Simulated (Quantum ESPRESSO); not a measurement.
Computed C K edges (Quantum ESPRESSO XSpectra, LDA, excited-electron core hole (neutral cell), supercells with 5.8 to 6.6 Å between holes, Lorentzian half width 0.4 eV up to 4 eV, rising linearly to 1.75 eV at 25 eV (folded afterwards from narrower runs), without spin-orbit coupling) of these absorbers are given in random order:
A. YNiC2 (Amm2): 1 C at 1.37 Å, 1 Ni at 1.93 Å and 1 Ni at 1.98 Å (distorted trigonal planar, site symmetry m)
B. Dy2C (R-3m): 6 Dy at 2.47 Å (octahedral, site symmetry -3m)
C. HfC (Fm-3m): 6 Hf at 2.33 Å (octahedral, site symmetry m-3m)

Energy from 278.0 eV of photon energy (total-energy differences, less 6.7 eV, the free-atom term for the hole's spin); mean of 1 over the first 20 eV. In the free atom LDA prices this hole about 3 eV below PBE, which is itself good to a few eV.

| E (eV) | spectrum 1 | spectrum 2 | spectrum 3 |
| --- | --- | --- | --- |
| -2.0 | 0.07 | 0.05 | 0.07 |
| -1.5 | 0.08 | 0.05 | 0.08 |
| -1.0 | 0.11 | 0.06 | 0.11 |
| -0.5 | 0.15 | 0.07 | 0.16 |
| 0.0 | 0.30 | 0.09 | 0.30 |
| 0.5 | 0.51 | 0.11 | 0.44 |
| 1.0 | 0.67 | 0.16 | 0.61 |
| 1.5 | 0.74 | 0.27 | 0.67 |
| 2.0 | 0.83 | 0.61 | 0.83 |
| 2.5 | 1.00 | 1.06 | 1.17 |
| 3.0 | 1.10 | 1.48 | 1.48 |
| 3.5 | 1.21 | 1.56 | 1.72 |
| 4.0 | 1.29 | 1.26 | 1.83 |
| 4.5 | 1.50 | 1.10 | 1.88 |
| 5.0 | 1.68 | 1.10 | 1.81 |
| 5.5 | 1.54 | 1.15 | 1.66 |
| 6.0 | 1.22 | 1.28 | 1.64 |
| 6.5 | 1.07 | 1.46 | 1.74 |
| 7.0 | 1.03 | 1.57 | 1.79 |
| 7.5 | 1.13 | 1.52 | 1.45 |
| 8.0 | 1.28 | 1.23 | 1.04 |
| 8.5 | 1.45 | 0.94 | 0.81 |
| 9.0 | 1.57 | 0.74 | 0.72 |
| 9.5 | 1.67 | 0.66 | 0.71 |
| 10.0 | 1.88 | 0.76 | 0.84 |
| 10.5 | 1.92 | 0.90 | 1.03 |
| 11.0 | 1.72 | 1.01 | 1.11 |
| 11.5 | 1.47 | 1.06 | 1.09 |
| 12.0 | 1.33 | 1.05 | 1.04 |
| 12.5 | 1.20 | 1.04 | 1.00 |
| 13.0 | 1.02 | 1.05 | 0.94 |
| 13.5 | 0.84 | 1.07 | 0.87 |
| 14.0 | 0.74 | 1.04 | 0.78 |
| 14.5 | 0.66 | 0.98 | 0.67 |
| 15.0 | 0.60 | 0.94 | 0.61 |
| 15.5 | 0.56 | 0.90 | 0.61 |
| 16.0 | 0.54 | 0.85 | 0.64 |
| 16.5 | 0.51 | 0.81 | 0.67 |
| 17.0 | 0.46 | 0.80 | 0.67 |
| 17.5 | 0.39 | 0.80 | 0.65 |
| 18.0 | 0.34 | 0.79 | 0.62 |
| 18.5 | 0.32 | 0.78 | 0.60 |
| 19.0 | 0.33 | 0.77 | 0.59 |
| 19.5 | 0.35 | 0.76 | 0.58 |
| 20.0 | 0.38 | 0.76 | 0.58 |
| 20.5 | 0.40 | 0.76 | 0.60 |
| 21.0 | 0.42 | 0.76 | 0.62 |
| 21.5 | 0.42 | 0.75 | 0.66 |
| 22.0 | 0.44 | 0.74 | 0.70 |
| 22.5 | 0.48 | 0.71 | 0.73 |
| 23.0 | 0.53 | 0.68 | 0.73 |
| 23.5 | 0.58 | 0.65 | 0.72 |
| 24.0 | 0.63 | 0.63 | 0.70 |
| 24.5 | 0.67 | 0.61 | 0.67 |
| 25.0 | 0.71 | 0.60 | 0.64 |
| 25.5 | 0.78 | 0.59 | 0.62 |
| 26.0 | 0.85 | 0.58 | 0.59 |
| 26.5 | 0.92 | 0.56 | 0.58 |
| 27.0 | 0.96 | 0.55 | 0.57 |
| 27.5 | 0.97 | 0.53 | 0.57 |
| 28.0 | 0.94 | 0.52 | 0.58 |
| 28.5 | 0.89 | 0.50 | 0.59 |
| 29.0 | 0.82 | 0.49 | 0.60 |
| 29.5 | 0.74 | 0.48 | 0.60 |
| 30.0 | 0.66 | 0.47 | 0.60 |
| 30.5 | 0.59 | 0.46 | 0.59 |
| 31.0 | 0.53 | 0.46 | 0.57 |
| 31.5 | 0.49 | 0.45 | 0.55 |
| 32.0 | 0.45 | 0.46 | 0.53 |

The database entry behind the starting cell differs from later determinations by our own check (about 0.2 % long), so it need not match the best structure at ambient conditions.

Question: Which spectrum belongs to which crystal?

Spectrum 1 is C (rising edge 278.8 eV, maxima 5.0 eV (1.69) and 10.2 eV (1.94) above its zero). Spectrum 2 is A (rising edge 280.1 eV, maxima 1.2 eV (1.58) and 5.1 eV (1.58) above its zero). Spectrum 3 is B (rising edge 278.9 eV, maxima 4.4 eV (1.89) and 6.8 eV (1.81) above its zero). After the best relative shift (up to 4 eV allowed) the most alike pair, Dy2C (R-3m) and YNiC2 (Amm2), differs by 24 % r.m.s., the least alike, HfC (Fm-3m) and Dy2C (R-3m), by 39 %. Between 0 and 20 eV on the axis shown, these two part most near 10.0 eV, where HfC (Fm-3m) is higher by 1.0. The rising edges span 1.3 eV, lowest for HfC (Fm-3m).

The starting moments shrank to 0.00 μB or less, so this is hardly a magnetic state. The run has no spin polarisation, although Dy can carry a moment. Lanthanide 4f electrons are frozen in the core. Lifetime broadening is put in by hand, and intensities beyond about 20 eV depend on it. Some cells keep the holes under 6.5 Å apart, so shapes are probably not fully converged. The structures are entries of the Crystallography Open Database and the Materials Project (computed), used as given.

[Hosts, paths, dates, database ids (printed as entryN), source tags and the programs' standing remarks are cut or masked in the printed files.]
